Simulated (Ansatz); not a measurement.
# From r2SCAN to G0W0: CaTiN2 (Pmmn), part 2 of 2

How far does one-shot GW move the r2SCAN gap of CaTiN2 (Pmmn)?

Ansatz 0.2.0; r2SCAN, then G0W0 on it, plane waves, PAW. Known limits of the many-body steps: finite bands, screening cutoff and k mesh; no spin-orbit coupling in G0W0.

So far. Step 2 (Bands along the symmetry lines): Over mesh and path the gap is 1.075 eV, direct, at k = Γ.

In doubt: masses and optical values from hybrid runs of this build are listed as unsure (in some of the runs), which bears on the screening that GW takes from such a start.

## Step 3: G0W0 on the 4×4×2 mesh

G0W0 replaces the xc potential by a self-energy built once from the orbitals of the start. Levels are corrected in the window of bands that the input names, at points of the mesh.

This step: G0W0 on r2SCAN, plane waves, PAW.

input.yaml reads:

```yaml
crystal:
  lattice:
    - [3.6131, 0.0, 0.0]
    - [0.0, 3.9365, 0.0]
    - [0.0, 0.0, 7.5421]
  atoms:
    - { symbol: Ca, position: [0.0, 0.5, 0.8496394539] }
    - { symbol: Ca, position: [0.5, 0.0, 0.1503605461] }
    - { symbol: Ti, position: [0.0, 0.5, 0.407547735] }
    - { symbol: Ti, position: [0.5, 0.0, 0.592452265] }
    - { symbol: "N", position: [0.5, 0.5, 0.5283250645] }
    - { symbol: "N", position: [0.0, 0.0, 0.4716749355] }
    - { symbol: "N", position: [0.0, 0.5, 0.1641950872] }
    - { symbol: "N", position: [0.5, 0.0, 0.8358049128] }
kpoints:
  mp_grid: { grid: [4, 4, 2] }
hamiltonian:
  xc: r2scan
scf:
  occupations: { method: fixed }
gw:
  n_empty_bands: 688
  ecut_chi: 200.0
  qp_bands: [v2, c2]
  qp_kpoints: band_edges
  screening: { model: contour_deformation }
```

The run is started by

```bash
$ ansatz run input.yaml --threads 3 --pin off --max-ram 64512MiB --backend cuda --events-out ev --progress --plain --runs-dir out --devices 1 --max-vram 24GiB  # rebuilt from the run's record
```

Numbers of over 12 decimals in the logs are rounded to 6 here.

Output:

```text
GPUs: using 1 of 1 available (devices: 1).
[...]
GPU FFT provider: cuFFT
GPU libraries: cuBLAS 13.8.2, cuFFT 12.4.0, cuSOLVER 12.3.4
Crystal: 8 atoms, lattice volume = 107.271 Å³
Basis set: ecut = 500 eV, 2729 PW (Γ), exchange–correlation on 108×120×240 points (64 copies of the dense FFT grid, shifted against one another)
Bands: 40, of which v1, the nominal top of the filled ones, is band 32 counted from 1 (31 counted from 0)
Symmetry: 8 space group operations
[...]
k-points: 18 of 32
[...]
GPU buffer pool allocated for 48600 grid points (all kernels)
[...]
SCF iter   1: F=—  HF=-10204.283318 eV  |F-HF|=—  |Δ(HF+E_count)|=         —  Δρ=1.77e-2  dr2=4.40e-1  dr2_τ=4.84e-1  ethr=1.77e-3  ⟨swp⟩=4.5  Hψ=2767  notcnv=0  defer=84
[...]
SCF iter   8: F=-10204.471905 eV  HF=-10204.471905 eV  |F-HF|=8.87e-9  |Δ(HF+E_count)|=   2.52e-7  Δρ=7.93e-6  dr2=7.50e-8  dr2_τ=5.11e-9  ethr=1.56e-10  ⟨swp⟩=9.1  Hψ=3385  notcnv=0
SCF 1 converged in 8 iterations: F = -10204.471905 eV  dr2 = 7.50e-8
[...]
NSCF: frozen V_eff on 18 k-points
the band table was solved once the SCF had ended and its energy, with any forces and stress, was formed, with the checks that follow a solve (2922 applications of the Hamiltonian). They found nothing against the state; the energy, forces and stress were not computed again (output.eigenvalues in the input reference)
[...]
G₀W₀ screening: q 1/18
[... further progress lines ...]
SCF converged after 8 iterations
Free energy (F): -10204.471905 eV
[...]
Internal energy: -10204.471905 eV  (E = F + TS)
E sigma→0 (E₀):  -10204.471905 eV
Fermi energy:    9.816229 eV
[...]
--- Band table (eV; the first three rows and the last of 18) ---
  k-point 0: bands = [... 28 lower, 8.5694, 9.0922, 9.6967, 9.8162, 10.8859, 12.6396, 13.1580, 13.4750, ... 4 higher]
  k-point 1: bands = [... 28 lower, 8.7165, 9.1831, 9.5695, 9.6489, 10.8894, 12.8994, 12.9953, 13.1415, ... 4 higher]
  k-point 2: bands = [... 28 lower, 8.3184, 8.7778, 8.8628, 9.1284, 12.0930, 12.7317, 12.9261, 13.1162, ... 4 higher]
  k-point 17: bands = [... 28 lower, 8.1668, 8.1668, 8.8923, 8.8923, 12.5777, 12.5777, 12.6510, 12.6510, ... 4 higher]
--- G₀W₀: contour deformation, 7 samples at zero and on the imaginary axis and 1 off it, 32 q-points, 688 empty bands' worth ---
  eigenvalues of the whole cell's RPA ε∞ on this k-mesh (on a slab, of 1 + 4πα/V) = 6.6547, 9.2251, 10.5466; static W/v taken at q = 0 is 0.113572
  gw.qp_kpoints: band_edges: 9 of 18 stored k-points solved, in 1 pass; an edge of the gap read off the rows below is read off those points alone
    valence top: of the k-points left out ik 2 came nearest to being solved in a further pass, in band 32 (counted from 1, as in the quasiparticle table): it holds the edge there only if its correction is more favourable than any solved in that band by at least 0.554 eV; those differ by 0.225 eV
    conduction bottom: of the k-points left out ik 2 came nearest to being solved in a further pass, in band 33 (counted from 1, as in the quasiparticle table): it holds the edge there only if its correction is more favourable than any solved in that band by at least 1.121 eV; those differ by 0.145 eV
    ik  band        ε_KS         Σx   Σc(E_QP)       V_xc       Z   E_QP_lin       E_QP  E_QP is
     0    31      9.6967   -21.5444     2.3611   -19.0732  0.7265     9.5863     9.5867  root
     0    32      9.8162   -20.2238     2.4062   -17.5738  0.7241     9.5701     9.5723  root
     0    33     10.8859   -12.2472    -6.2489   -19.0976  0.7258    11.5061    11.4874  root
     0    34     12.6396    -6.2957    -4.7534   -11.6326  0.7763    13.2408    13.2231  root
     1    31      9.5695   -19.9662     2.4751   -17.2262  0.7231     9.3018     9.3045  root
     1    32      9.6489   -21.4455     2.2841   -19.0659  0.7264     9.5531     9.5534  root
     1    33     10.8894   -12.2536    -6.2580   -19.1135  0.7256    11.5099    11.4912  root
     1    34     12.8994   -10.5955    -5.5420   -16.7915  0.7328    13.5784    13.5534  root
     3    31      8.8971   -19.4657     2.6202   -16.5154  0.7162     8.5623     8.5670  root
     3    32      8.9844   -19.3458     2.4170   -16.6365  0.7178     8.6885     8.6921  root
     3    33     12.0837   -13.0516    -6.6667   -20.3792  0.7055    12.7715    12.7445  root
     3    34     12.2491   -10.6025    -5.6259   -16.8643  0.7400    12.9074    12.8851  root
     8    31      8.6292   -19.9150     2.5213   -17.1172  0.7162     8.3496     8.3528  root
     8    32      9.2404   -20.6760     2.3775   -18.1356  0.7212     9.0766     9.0775  root
     8    33     12.1903   -12.4800    -6.1650   -19.2809  0.7165    12.8492    12.8263  root
     8    34     12.5870   -10.1617    -5.5710   -16.3685  0.7386    13.2459    13.2228  root
     9    31      8.4147   -19.3725     2.7277   -16.2538  0.7148     8.0167     8.0238  root
     9    32      9.1559   -20.6975     2.4667   -18.0636  0.7227     8.9878     8.9888  root
     9    33     11.9041   -11.6055    -5.7889   -18.0311  0.7308    12.5630    12.5407  root
     9    34     12.9422   -12.3416    -6.7241   -19.7671  0.7055    13.6755    13.6435  root
    12    31      8.1161   -21.9041     2.9366   -18.7526  0.7062     7.8993     7.9012  root
    12    32      8.1161   -21.9041     2.9366   -18.7526  0.7062     7.8993     7.9012  root
    12    33     12.3338   -11.7839    -5.4811   -17.9017  0.7342    12.9926    12.9704  root
    12    34     12.3338   -11.7839    -5.4811   -17.9017  0.7342    12.9926    12.9704  root
    13    31      8.2807   -21.6958     2.7717   -18.7434  0.7080     8.0987     8.1000  root
    13    32      8.2807   -21.6958     2.7717   -18.7434  0.7080     8.0987     8.1000  root
    13    33     12.3113   -11.7748    -5.5203   -17.8956  0.7338    12.9307    12.9117  root
    13    34     12.3113   -11.7748    -5.5203   -17.8956  0.7338    12.9307    12.9117  root
    16    31      9.3750   -19.9354     2.4225   -17.2631  0.7217     9.1229     9.1253  root
    16    32      9.3750   -19.9354     2.4225   -17.2631  0.7217     9.1229     9.1253  root
    16    33     12.1831    -9.3274    -5.1672   -15.0850  0.7504    12.7916    12.7735  root
    16    34     12.1831    -9.3274    -5.1672   -15.0850  0.7504    12.7916    12.7735  root
    17    31      8.8923   -18.8546     2.5035   -16.0304  0.7233     8.5673     8.5716  root
    17    32      8.8923   -18.8546     2.5035   -16.0304  0.7233     8.5673     8.5716  root
    17    33     12.5777   -12.0825    -5.8713   -18.4692  0.7211    13.1063    13.0931  root
    17    34     12.5777   -12.0825    -5.8713   -18.4692  0.7211    13.1063    13.0931  root
```

Wall time 21 s (1 × NVIDIA H100 80GB HBM3 (shared by 3 runs) with 3 threads of AMD EPYC 7R13 (Zen 3), shared host); peak memory 3.1 GiB; 42 s of CPU time.

Numbers from this step:

```yaml
bands_summed: 720
rpa_eps_infinity_on_this_mesh_eigenvalues: 6.655, 9.225, 10.55
plane_waves_in_the_screening_matrix: 693
q_points_in_the_mesh: 32
g0w0_gap_over_the_corrected_points: 1.901 eV
k_of_the_valence_top: 0, 0, 0
k_of_the_conduction_bottom: 0, 0, 0
starting_gap_on_the_mesh: 1.070 eV
z_at_the_valence_top: 0.7265
z_at_the_conduction_bottom: 0.7258
least_direct_g0w0_gap_over_the_corrected_points: 1.901 eV
```

Over 9 of 18 irreducible mesh points the G0W0 gap is 1.901 eV, direct, at k = Γ. The r2SCAN gap of this run on the mesh is 1.070 eV. Other states bound it: the two that bound the G0W0 gap lie 1.189 eV apart in r2SCAN, so state for state the correction is 1.901 − 1.189 = +0.712 eV, while gap against gap it is 1.901 − 1.070 = +0.831 eV. The start of this run differs from the step before in mesh (6×6×4 and 4×4×2).

Labels follow the order of the start: v1 is the top filled band, c1 the lowest empty one; levels that stay degenerate share a row, the window can cut a multiplet, doubted levels are not marked in this list, bands outside the window were not corrected, and the list may be a part of the corrected levels. Levels before and after the correction, in eV, zero at the valence-band top of each column:

```tsv
	conduction bottom	valence top
Kohn-Sham	1.07	0.00
G0W0	1.90	0.00
```

```tsv
	level	occupation	energy (eV)
Kohn-Sham	Γ v2	2	-0.119
Kohn-Sham	Γ v1	2	0.000
Kohn-Sham	Γ c1	0	1.070
Kohn-Sham	Γ c2	0	2.823
G0W0	Γ v2	2	0.000
G0W0	Γ v1	2	-0.014
G0W0	Γ c1	0	1.901
G0W0	Γ c2	0	3.636
```

The parts of the quasiparticle energy for the two states that bound the G0W0 gap, in eV on the run's own scale (QP = start + Σx + Σc − Vxc, with Σc at the quasiparticle energy):

```tsv
edge	k	band	start	Σx	Σc	Vxc	Z	QP
valence top	Γ	31	9.697	−21.544	2.361	−19.073	0.727	9.587
conduction bottom	Γ	33	10.886	−12.247	−6.249	−19.098	0.726	11.487
```

## Step 4: Side by side

Each gap is the least one over the points named; times are wall times on shared hosts, not benchmarks. A G0W0 time includes the run's own self-consistent start. Rows marked * are further runs, not shown as steps, whose inputs differ from the G0W0 step on the same start in the columns given; solver thresholds can differ too.

```tsv
level	mesh	files, cutoff	bands summed, screening	points	gap (eV)	valence top	conduction bottom	least direct gap (eV)	time
r2SCAN	6×6×4	soft_2 PAW, 500 eV	-	mesh and path	1.075	Γ	Γ	1.075	3 s
G0W0@r2SCAN*	4×4×2	soft_2 PAW, 500 eV	145, 60 eV	9 of 18 irreducible mesh points	1.734	Γ	Γ	1.734	6.2 s
G0W0@r2SCAN*	4×4×2	soft_2 PAW, 500 eV	352, 120 eV	9 of 18 irreducible mesh points	1.789	Γ	Γ	1.789	16 s
G0W0@r2SCAN	4×4×2	soft_2 PAW, 500 eV	720, 200 eV	9 of 18 irreducible mesh points	1.901	Γ	Γ	1.901	21 s
G0W0@r2SCAN*	4×4×2	soft_2 PAW, 500 eV	352, 120 eV, plasmon pole	9 of 18 irreducible mesh points	1.768	Γ	Γ	1.768	12 s
```

## Step 5: Outcome

```json
{
 "r2SCAN gap over mesh and path": "1.075 eV, direct, at k = Γ",
 "G0W0@r2SCAN gap over 9 of 18 irreducible mesh points": "1.901 eV, direct, at k = Γ",
 "GW settings": "4×4×2 mesh, 688 empty bands, screening to 200 eV",
 "known limits": "finite bands, screening cutoff and k mesh; no spin-orbit coupling in G0W0"
}
```

Over 9 of 18 irreducible mesh points the G0W0 gap is 1.901 eV, direct, at k = Γ. The r2SCAN gap of this run on the mesh is 1.070 eV. Other states bound it: the two that bound the G0W0 gap lie 1.189 eV apart in r2SCAN, so state for state the correction is 1.901 − 1.189 = +0.712 eV, while gap against gap it is 1.901 − 1.070 = +0.831 eV. The valence state moves by 9.587 − 9.697 = −0.110 eV and the conduction state by 11.487 − 10.886 = +0.601 eV, on the run's own scale; with 145 bands the edge states move by +0.618 and +1.163 eV, so the split between the edges depends on the bands and cutoff. Both edges that r2SCAN shows over mesh and path lie at k points where levels were corrected. Levels at other points were not corrected, so a lower G0W0 gap elsewhere in the zone is not ruled out. From 145 bands and 60 eV to 720 bands and 200 eV the gap moves by 1.901 − 1.734 = +0.167 eV (rung by rung 1.734, 1.789, 1.901 eV); bands and screening cutoff rise together, so their parts are not told apart. A line in one over the bands through the two highest rungs gives 1.901 + (1.901 − 1.789) × 352 / (720 − 352) = 2.008 eV, and through the pair below 1.789 + (1.789 − 1.734) × 145 / (352 − 145) = 1.828 eV. Carried level by level, other states would bound the gap (1.988 eV), so the limit is not known. With the plasmon pole model in place of the contour deformation model and all else as in the G0W0@r2SCAN row with 352 bands, the gap differs by 1.768 − 1.789 = −0.021 eV. G0W0 on other starts in this series, not shown as steps and not all at these settings: 2.114 eV on HSE06 (4×4×2, soft_2 PAW, 352 bands, 120 eV) and 2.336 eV on PBE0 (4×4×2, soft_2 PAW, 352 bands, 120 eV). The G0W0 runs are scalar-relativistic. No pair of G0W0 runs that differ in the mesh alone is shown (4×4×2 is a supercell whose nearest images lie 14 Å apart), so the error from the mesh is not known here. G0W0@r2SCAN runs of this series with other atomic data on the same mesh, not shown as steps, give 1.789 eV (hard PAW, 870 eV, 352 bands, screening to 120 eV; the table's row with the same empty bands and screening cutoff has 1.789 eV); where bands and cutoffs differ too, the part of the files is not isolated.

[Paths, hosts, dates, memory and timing lines, banners, echoed tables and standing remarks are left out of the program output.]

[Logs are printed without paths, hosts, clocks, repeated set-up lines and the standing remarks that a program may print on its own settings, such as how far it seeks lower states.]

[Runs of the session that timed out or met a known fault of the program may be left out.]

[Cells called generated may have been cut or substituted from an entry of the Crystallography Open Database or the Materials Project.]

[Hosts, paths, dates, database ids (printed as entryN), source tags and the programs' standing remarks are cut or masked in the printed files.]

[Where an RPA ε∞ is given, it is that of the G0W0 mesh and is not shown converged in it. Names of k-points follow the symmetry that the program found, which can be lower than the space group named. Band edges on a path are those of the sampled points; other points can move an edge, and change direct to indirect where valleys lie close.]

[Hybrid gaps are those of their k-mesh and are not shown converged in it.]
